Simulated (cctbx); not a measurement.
# Na2MgIn2HgS6 with cctbx, script by script

Library: cctbx 2025.11. The data are simulated by the first script.

## 1. Simulate the data

run.py:

```python
from cctbx import adptbx, crystal, miller, sgtbx, xray
from cctbx.array_family import flex
from iotbx.shelx import hklf
from scitbx import matrix
import scitbx.random

cs = crystal.symmetry(unit_cell=(13.352, 3.84, 20.754, 90, 104.93, 90), space_group_symbol='Hall: -C 2yc')  # C2/c
atoms = [  # label, site, U (iso, or U11 U22 U33 U12 U13 U23 in A^2), occupancy
    ("Hg1", (0.75, 0.75, 0), (0.0143, 0.0129, 0.0130, -0.0001, 0.0044, -0.0009), 1),
    ("In1", (0.7471, 0.4319, 0.8248), (0.0209, 0.0245, 0.0170, -0.0063, 0.0074, -0.0061), 1),
    ("S1", (0.8386, 0.4071, 0.9425), (0.0435, 0.0358, 0.0293, 0.0060, 0.0115, -0.0004), 1),
    ("S2", (0.8529, 0.9517, 0.7964), (0.0231, 0.0264, 0.0285, 0.0031, 0.0074, -0.0007), 1),
    ("S3", (0.1222, 0.4131, 0.847), (0.0247, 0.0221, 0.0212, -0.0016, 0.0053, -0.0028), 1),
    ("Mg1", (0, 0.4375, 0.75), (0.0282, 0.0321, 0.0354, 0.0000, 0.0063, 0.0000), 1),
    ("Na1", (0.0065, 0.8895, 0.9202), (0.0313, 0.0315, 0.0306, 0.0005, 0.0075, -0.0001), 1),
]
xs = xray.structure(crystal_symmetry=cs)
for label, site, u, occ in atoms:
    u = adptbx.u_cif_as_u_star(cs.unit_cell(), u) if isinstance(u, tuple) else u
    xs.add_scatterer(xray.scatterer(label, site=site, u=u, occupancy=occ))
xs.set_inelastic_form_factors(0.71073, "sasaki")
xs.show_summary()
p1 = xs.expand_to_p1()
ms = miller.build_set(p1, anomalous_flag=True, d_min=0.6)
flex.set_random_seed(924604)
scitbx.random.set_random_seed(924604)
ms = ms.select(flex.random_double(ms.size()) < 0.5)
i = ms.structure_factors_from_scatterers(p1, algorithm="direct").f_calc().as_intensity_array().data()
i = i * 70000 / flex.max(i)
sig = flex.sqrt(i + flex.pow2(0.015 * i) + 2 ** 2)
noise = scitbx.random.variate(scitbx.random.normal_distribution())(i.size())
data = ms.array(data=i + sig * noise, sigmas=sig).set_observation_type_xray_intensity()
with open("data.hkl", "w") as f:
    data.export_as_shelx_hklf(f)
print("reflections written:", data.size(), " <I/sigma> = %.1f" % flex.mean(data.data() / data.sigmas()))
for h, a, b in list(data.sort("data"))[:12]:
    print("%4d%4d%4d %9.1f %7.1f" % (h + (a, b)))
```

```console
$ python run.py
```

```text
Number of scatterers: 7
At special positions: 2
Unit cell: (13.352, 3.84, 20.754, 90, 104.93, 90)
Space group: C 1 2/c 1 (No. 15)
reflections written: 9986  <I/sigma> = 11.3
   6   0  -6   70012.9  1082.8
  -6   0   6   69631.3  1082.8
   8   0   0   44569.4   693.3
   3  -1  -3   42608.7   660.1
   3   1  -3   41917.4   660.1
   4   0 -12   41770.8   657.1
   3  -1  -2   28958.7   469.3
  -4   0   0   28817.8   468.0
   3   1  -2   28638.8   469.3
   3   1  -4   27591.4   440.8
  -3  -1   4   27369.7   440.8
  -3   1   4   27222.5   440.8
```

Run time: 0.27 s on 1 thread of Arm Neoverse V2, with other jobs on the host, peak memory 0.07 GiB.

## 2. Refinement (right model, isotropic)

run.py:

```python
import math
from cctbx import adptbx, crystal, maptbx, sgtbx, xray
from cctbx.array_family import flex
from cctbx.xray import observations
from iotbx.shelx import hklf
from scitbx.lstbx import normal_eqns_solving
from smtbx import absolute_structure, utils
from smtbx.refinement import constraints, least_squares

cs = crystal.symmetry(unit_cell=(13.352, 3.84, 20.754, 90, 104.93, 90), space_group_symbol='Hall: -C 2yc')  # C2/c
atoms = [  # label, site, U (iso, or U11 U22 U33 U12 U13 U23 in A^2), occupancy
    ("Hg1", (0.75, 0.75, 0), 0.0200, 1),
    ("In1", (0.7465, 0.4362, 0.8237), 0.0200, 1),
    ("S1", (0.8412, 0.428, 0.9422), 0.0200, 1),
    ("S2", (0.8552, 0.9562, 0.7975), 0.0200, 1),
    ("S3", (0.1213, 0.4041, 0.8468), 0.0200, 1),
    ("Mg1", (0, 0.4364, 0.75), 0.0200, 1),
    ("Na1", (0.0065, 0.891, 0.9197), 0.0200, 1),
]
xs = xray.structure(crystal_symmetry=cs)
for label, site, u, occ in atoms:
    u = adptbx.u_cif_as_u_star(cs.unit_cell(), u) if isinstance(u, tuple) else u
    xs.add_scatterer(xray.scatterer(label, site=site, u=u, occupancy=occ))
xs.set_inelastic_form_factors(0.71073, "sasaki")
raw = hklf.reader(file_name="data.hkl").as_miller_arrays(crystal_symmetry=cs, anomalous=True)[0]
merged = raw.eliminate_sys_absent().merge_equivalents()
fo2 = merged.array().set_observation_type_xray_intensity()
print("Rint %.3f, %d unique reflections to %.2f A" % (merged.r_int(), fo2.size(), fo2.d_min()))
for sc in xs.scatterers():
    sc.flags.set_grad_site(True)
    sc.flags.set_grad_u_aniso(sc.flags.use_u_aniso())
    sc.flags.set_grad_u_iso(sc.flags.use_u_iso())
obs = fo2.as_xray_observations()
extra = {}
rep = constraints.reparametrisation(xs, [], utils.connectivity_table(xs), **extra)
ls = least_squares.crystallographic_ls(obs, rep, weighting_scheme=least_squares.mainstream_shelx_weighting(a=0, b=0))
print("cycle     R1     wR2    GooF  max shift (A)")
for cycle in range(8):
    ls.build_up()
    r1, wr2, goof = ls.r1_factor(cutoff_factor=2)[0], ls.wR2(), ls.goof()
    old = xs.sites_cart()
    normal_eqns_solving.levenberg_marquardt_iterations(ls, n_max_iterations=3, tau=1e-06, step_threshold=1e-7)
    big = flex.max((xs.sites_cart() - old).norms())
    print("%4d %7.4f %7.4f %7.3f %9.5f" % (cycle + 1, r1, wr2, goof, big))
    ls.build_up(objective_only=True)
    if abs(ls.wR2() - wr2) < 5e-5 and big < 5e-4:
        break
ls.build_up()
print("final R1 %.4f wR2 %.4f GooF %.3f  parameters %d  data/parameter %.1f" % (ls.r1_factor(cutoff_factor=2)[0], ls.wR2(), ls.goof(), ls.n_parameters, fo2.size() / ls.n_parameters))
cov = ls.covariance_matrix_and_annotations()
su = dict(zip(cov.annotations, (math.sqrt(max(v, 0)) for v in cov.matrix.matrix_packed_u_diagonal())))
a2 = cs.unit_cell().reciprocal_parameters()[0] ** -2
print("atom        x        y        z      Ueq    occ   su(xyz)  su(Uiso or U11)")
for sc in xs.scatterers():
    s = max(su.get(sc.label + k, 0) for k in (".x", ".y", ".z"))
    npd = "" if sc.is_positive_definite_u(cs.unit_cell()) else "  NPD"
    print("%-5s %8.5f %8.5f %8.5f %8.4f %6.3f %8.5f %7.4f%s" % ((sc.label,) + sc.site + (sc.u_iso_or_equiv(cs.unit_cell()), sc.occupancy, s, su.get(sc.label + ".uiso", su.get(sc.label + ".u11", 0) * a2), npd)))
fo = fo2.f_sq_as_f()
fc = fo.structure_factors_from_scatterers(xs, algorithm="direct").f_calc()
diff = fo.f_obs_minus_f_calc(1 / math.sqrt(ls.scale_factor()), fc).average_bijvoet_mates()
m = diff.fft_map(symmetry_flags=maptbx.use_space_group_symmetry, resolution_factor=0.25).apply_volume_scaling()
print("difference map: max %.2f min %.2f rms %.2f" % (m.statistics().max(), m.statistics().min(), m.statistics().sigma()))
peaks = m.peak_search(parameters=maptbx.peak_search_parameters(min_distance_sym_equiv=0.6, max_clusters=6)).all()
near = xs.closest_distances(peaks.sites(), distance_cutoff=4)
sps = cs.special_position_settings(min_distance_sym_equiv=0.5)
for k, (x, h) in enumerate(zip(peaks.sites(), peaks.heights())):
    ss = sps.site_symmetry(x)
    print("Q%-3d %7.4f %7.4f %7.4f %4d %7.2f  %.2f A from %s" % ((k + 1,) + tuple(t % 1 for t in ss.exact_site()) + (ss.multiplicity(), h, near.smallest_distances[k], xs.scatterers()[near.i_seqs[k]].label)))
```

```console
$ python run.py
```

```text
Rint 0.015, 2297 unique reflections to 0.60 A
cycle     R1     wR2    GooF  max shift (A)
   1  0.1508  0.3529  13.589   0.08144
   2  0.0590  0.1450   5.584   0.00081
   3  0.0590  0.1450   5.584   0.00000
final R1 0.0590 wR2 0.1450 GooF 5.584  parameters 23  data/parameter 99.9
atom        x        y        z      Ueq    occ   su(xyz)  su(Uiso or U11)
Hg1    0.75000  0.75000  0.00000   0.0134  1.000  0.00000  0.0001
In1    0.74715  0.43154  0.82481   0.0204  1.000  0.00016  0.0001
S1     0.83871  0.40887  0.94262   0.0357  1.000  0.00090  0.0006
S2     0.85295  0.95081  0.79647   0.0262  1.000  0.00069  0.0005
S3     0.12243  0.41387  0.84710   0.0229  1.000  0.00064  0.0004
Mg1    0.00000  0.43617  0.75000   0.0319  1.000  0.00163  0.0012
Na1    0.00688  0.89024  0.92056   0.0318  1.000  0.00138  0.0009
difference map: max 14.37 min -8.96 rms 0.59
Q1    0.2315  0.9901  0.3169    8   15.12  0.38 A from In1
Q2    0.2349  0.3551  0.6658    8   14.04  0.40 A from In1
Q3    0.2283  0.2758  0.9902    8    6.14  0.32 A from Hg1
Q4    0.1879  0.3594  0.5574    8    2.69  0.40 A from S1
Q5    0.1322  0.4148  0.5542    8    2.25  0.38 A from S1
Q6    0.2487  0.3488  0.7115    8    2.23  0.83 A from In1
```

Time: 0.46 s.

Figures of merit this high mean that the model is still wrong or incomplete.

## 3. Refinement (right model, anisotropic)

run.py, as its changes from the last script of this kind:

```diff
@@ -12,7 +12,7 @@
-    ("Hg1", (0.75, 0.75, 0), 0.0200, 1),
-    ("In1", (0.7465, 0.4362, 0.8237), 0.0200, 1),
-    ("S1", (0.8412, 0.428, 0.9422), 0.0200, 1),
-    ("S2", (0.8552, 0.9562, 0.7975), 0.0200, 1),
-    ("S3", (0.1213, 0.4041, 0.8468), 0.0200, 1),
-    ("Mg1", (0, 0.4364, 0.75), 0.0200, 1),
-    ("Na1", (0.0065, 0.891, 0.9197), 0.0200, 1),
+    ("Hg1", (0.75, 0.75, 0), 0.0134, 1),
+    ("In1", (0.74715, 0.43154, 0.82481), 0.0204, 1),
+    ("S1", (0.83871, 0.40887, 0.94262), 0.0357, 1),
+    ("S2", (0.85295, 0.95081, 0.79647), 0.0262, 1),
+    ("S3", (0.12243, 0.41387, 0.8471), 0.0229, 1),
+    ("Mg1", (0, 0.43617, 0.75), 0.0319, 1),
+    ("Na1", (0.00688, 0.89024, 0.92056), 0.0318, 1),
@@ -24,0 +25 @@
+xs.convert_to_anisotropic()
```

```console
$ python run.py
```

```text
Rint 0.015, 2297 unique reflections to 0.60 A
cycle     R1     wR2    GooF  max shift (A)
   1  0.0590  0.1450   5.625   0.00855
   2  0.0111  0.0250   0.969   0.00135
   3  0.0110  0.0249   0.966   0.00061
   4  0.0110  0.0249   0.966   0.00037
final R1 0.0110 wR2 0.0249 GooF 0.966  parameters 56  data/parameter 41.0
atom        x        y        z      Ueq    occ   su(xyz)  su(Uiso or U11)
Hg1    0.75000  0.75000  0.00000   0.0133  1.000  0.00000  0.0000
In1    0.74711  0.43184  0.82481   0.0204  1.000  0.00003  0.0000
S1     0.83859  0.40693  0.94251   0.0357  1.000  0.00016  0.0003
S2     0.85291  0.95164  0.79644   0.0258  1.000  0.00013  0.0002
S3     0.12220  0.41293  0.84698   0.0228  1.000  0.00011  0.0002
Mg1    0.00000  0.43709  0.75000   0.0320  1.000  0.00030  0.0005
Na1    0.00644  0.88927  0.92018   0.0312  1.000  0.00024  0.0004
difference map: max 0.54 min -0.47 rms 0.12
Q1    0.1410  0.1101  0.5125    8    0.56  1.45 A from S1
Q2    0.2177  0.1968  0.5696    8    0.47  1.09 A from S1
Q3    0.0120  0.2061  0.9236    8    0.44  1.22 A from Na1
Q4    0.0500  0.1111  0.1101    8    0.41  0.85 A from Na1
Q5    0.0445  0.4027  0.5758    8    0.41  1.70 A from S1
Q6    0.0975  0.2992  0.2838    8    0.40  1.66 A from Mg1
```

Time: 0.53 s.

## 4. Refinement

run.py, as its changes from the last script of this kind:

```diff
@@ -12,7 +12,7 @@
-    ("Hg1", (0.75, 0.75, 0), 0.0134, 1),
-    ("In1", (0.74715, 0.43154, 0.82481), 0.0204, 1),
-    ("S1", (0.83871, 0.40887, 0.94262), 0.0357, 1),
-    ("S2", (0.85295, 0.95081, 0.79647), 0.0262, 1),
-    ("S3", (0.12243, 0.41387, 0.8471), 0.0229, 1),
-    ("Mg1", (0, 0.43617, 0.75), 0.0319, 1),
-    ("Na1", (0.00688, 0.89024, 0.92056), 0.0318, 1),
+    ("Hg1", (0.75, 0.75, 0), 0.0200, 1),
+    ("In1", (0.736, 0.5491, 0.8216), 0.0200, 1),
+    ("S1", (0.871, 0.4049, 0.9513), 0.0200, 1),
+    ("S2", (0.8246, 0.8836, 0.76), 0.0200, 1),
+    ("S3", (0.1516, 0.428, 0.839), 0.0200, 1),
+    ("Mg1", (0, 0.4904, 0.75), 0.0200, 1),
+    ("Na1", (0.0494, 0.8893, 0.9283), 0.0200, 1),
@@ -25 +24,0 @@
-xs.convert_to_anisotropic()
@@ -39 +38 @@
-for cycle in range(8):
+for cycle in range(10):
@@ -43 +42 @@
-    normal_eqns_solving.levenberg_marquardt_iterations(ls, n_max_iterations=3, tau=1e-06, step_threshold=1e-7)
+    normal_eqns_solving.levenberg_marquardt_iterations(ls, n_max_iterations=3, tau=0.0001, step_threshold=1e-7)
```

```console
$ python run.py
```

```text
Rint 0.015, 2297 unique reflections to 0.60 A
cycle     R1     wR2    GooF  max shift (A)
   1  0.8118  0.9749  37.536   0.88266
   2  0.4134  0.7055  27.162   0.99867
   3  0.1658  0.4009  15.434   0.22357
   4  0.1152  0.2737  10.537   0.27766
   5  0.0832  0.2001   7.706   0.19248
   6  0.0592  0.1455   5.601   0.01689
   7  0.0590  0.1450   5.584   0.00000
final R1 0.0590 wR2 0.1450 GooF 5.584  parameters 23  data/parameter 99.9
atom        x        y        z      Ueq    occ   su(xyz)  su(Uiso or U11)
Hg1    0.75000  0.75000  0.00000   0.0134  1.000  0.00000  0.0001
In1    0.74715  0.43154  0.82481   0.0204  1.000  0.00016  0.0001
S1     0.83871  0.40887  0.94262   0.0357  1.000  0.00090  0.0006
S2     0.85295  0.95081  0.79647   0.0262  1.000  0.00069  0.0005
S3     0.12243  0.41387  0.84710   0.0229  1.000  0.00064  0.0004
Mg1    0.00000  0.43617  0.75000   0.0319  1.000  0.00163  0.0012
Na1    0.00688  0.89024  0.92056   0.0318  1.000  0.00138  0.0009
difference map: max 14.37 min -8.96 rms 0.59
Q1    0.2315  0.9901  0.3169    8   15.12  0.38 A from In1
Q2    0.2349  0.3551  0.6658    8   14.04  0.40 A from In1
Q3    0.2283  0.2758  0.9902    8    6.14  0.32 A from Hg1
Q4    0.1879  0.3594  0.5574    8    2.69  0.40 A from S1
Q5    0.1322  0.4148  0.5542    8    2.25  0.38 A from S1
Q6    0.2487  0.3488  0.7115    8    2.23  0.83 A from In1
```

Time: 0.64 s.

This run holds a fault made on purpose: start far from the minimum.

## 5. Refinement

run.py, as its changes from the last script of this kind:

```diff
@@ -12,7 +12,8 @@
-    ("Hg1", (0.75, 0.75, 0), 0.0200, 1),
-    ("In1", (0.736, 0.5491, 0.8216), 0.0200, 1),
-    ("S1", (0.871, 0.4049, 0.9513), 0.0200, 1),
-    ("S2", (0.8246, 0.8836, 0.76), 0.0200, 1),
-    ("S3", (0.1516, 0.428, 0.839), 0.0200, 1),
-    ("Mg1", (0, 0.4904, 0.75), 0.0200, 1),
-    ("Na1", (0.0494, 0.8893, 0.9283), 0.0200, 1),
+    ("Hg1", (0.75, 0.75, 0), 0.0134, 1),
+    ("In1", (0.74715, 0.43154, 0.82481), 0.0204, 1),
+    ("S1", (0.83871, 0.40887, 0.94262), 0.0357, 1),
+    ("S2", (0.85295, 0.95081, 0.79647), 0.0262, 1),
+    ("S3", (0.12243, 0.41387, 0.8471), 0.0229, 1),
+    ("Mg1", (0, 0.43617, 0.75), 0.0319, 1),
+    ("Na1", (0.00688, 0.89024, 0.92056), 0.0318, 1),
+    ("Na2", (0.53, 0.585, 0.432), 0.0300, 1),
@@ -38 +39 @@
-for cycle in range(10):
+for cycle in range(12):
@@ -42 +43 @@
-    normal_eqns_solving.levenberg_marquardt_iterations(ls, n_max_iterations=3, tau=0.0001, step_threshold=1e-7)
+    normal_eqns_solving.levenberg_marquardt_iterations(ls, n_max_iterations=3, tau=1e-06, step_threshold=1e-7)
```

```console
$ python run.py
```

```text
Rint 0.015, 2297 unique reflections to 0.60 A
cycle     R1     wR2    GooF  max shift (A)
   1  0.0993  0.2362   9.104   0.19005
   2  0.0701  0.1662   6.405   0.32396
   3  0.0600  0.1467   5.653   0.36187
   4  0.0600  0.1464   5.643   0.17621
   5  0.0600  0.1464   5.642   0.29421
   6  0.0599  0.1464   5.640   0.52798
   7  0.0598  0.1462   5.634   0.33874
   8  0.0597  0.1461   5.631   0.14392
   9  0.0597  0.1461   5.631   0.08456
  10  0.0597  0.1461   5.630   0.06448
  11  0.0597  0.1461   5.630   0.05685
  12  0.0597  0.1461   5.630   0.05653
final R1 0.0597 wR2 0.1461 GooF 5.630  parameters 27  data/parameter 85.1
atom        x        y        z      Ueq    occ   su(xyz)  su(Uiso or U11)
Hg1    0.75000  0.75000  0.00000   0.0135  1.000  0.00000  0.0001
In1    0.74715  0.43154  0.82481   0.0204  1.000  0.00016  0.0001
S1     0.83870  0.40889  0.94265   0.0357  1.000  0.00091  0.0006
S2     0.85295  0.95078  0.79644   0.0263  1.000  0.00070  0.0005
S3     0.12242  0.41390  0.84709   0.0230  1.000  0.00065  0.0004
Mg1    0.00000  0.43617  0.75000   0.0320  1.000  0.00165  0.0012
Na1    0.00690  0.89022  0.92060   0.0318  1.000  0.00139  0.0010
Na2    0.34879  0.46073  0.36821   1.0000  1.000  0.06751  0.1752
difference map: max 14.29 min -9.02 rms 0.60
Q1    0.2315  0.9900  0.3169    8   15.04  0.38 A from In1
Q2    0.2350  0.3552  0.6658    8   13.93  0.40 A from In1
Q3    0.2282  0.2759  0.9902    8    6.20  0.33 A from Hg1
Q4    0.1881  0.3593  0.5574    8    2.69  0.41 A from S1
Q5    0.1322  0.4151  0.5543    8    2.26  0.38 A from S1
Q6    0.2488  0.3494  0.7116    8    2.23  0.83 A from In1
```

Time: 0.92 s.

This run holds a fault made on purpose: spurious atom: Na2.

## 6. Refinement

run.py, as its changes from the last script of this kind:

```diff
@@ -19 +18,0 @@
-    ("Na2", (0.53, 0.585, 0.432), 0.0300, 1),
@@ -25 +24,2 @@
-xs.set_inelastic_form_factors(0.71073, "sasaki")
+xs.set_inelastic_form_factors(1.54184, "sasaki")
+xs.convert_to_anisotropic()
```

```console
$ python run.py
```

```text
Rint 0.015, 2297 unique reflections to 0.60 A
cycle     R1     wR2    GooF  max shift (A)
   1  0.0789  0.1876   7.276   0.01208
   2  0.0206  0.0535   2.073   0.00073
   3  0.0206  0.0534   2.073   0.00044
final R1 0.0206 wR2 0.0534 GooF 2.073  parameters 56  data/parameter 41.0
atom        x        y        z      Ueq    occ   su(xyz)  su(Uiso or U11)
Hg1    0.75000  0.75000  0.00000   0.0118  1.000  0.00000  0.0001
In1    0.74710  0.43181  0.82481   0.0231  1.000  0.00007  0.0001
S1     0.83876  0.40751  0.94260   0.0373  1.000  0.00034  0.0006
S2     0.85302  0.95129  0.79645   0.0273  1.000  0.00027  0.0004
S3     0.12228  0.41303  0.84703   0.0244  1.000  0.00024  0.0004
Mg1    0.00000  0.43686  0.75000   0.0333  1.000  0.00063  0.0010
Na1    0.00652  0.88995  0.91996   0.0330  1.000  0.00052  0.0009
difference map: max 1.84 min -2.02 rms 0.24
Q1    0.2500  0.2500  0.0000    4    1.85  0.00 A from Hg1
Q2    0.0477  0.4145  0.5764    8    0.84  1.66 A from S1
Q3    0.2372  0.2969  0.3202    8    0.82  0.89 A from In1
Q4    0.2417  0.4255  0.8291    8    0.81  1.73 A from S3
Q5    0.2260  0.2311  0.5706    8    0.80  1.08 A from S1
Q6    0.1169  0.0761  0.8747    8    0.77  1.42 A from S3
```

Run time: 0.49 s on 1 thread of Arm Neoverse V2, on a shared host, peak memory 0.09 GiB.

This run holds a fault made on purpose: dispersion terms of the wrong wavelength.

[Logs are printed without paths, hosts, clocks, repeated set-up lines and the standing remarks that a program may print on its own settings, such as how far it seeks lower states.]
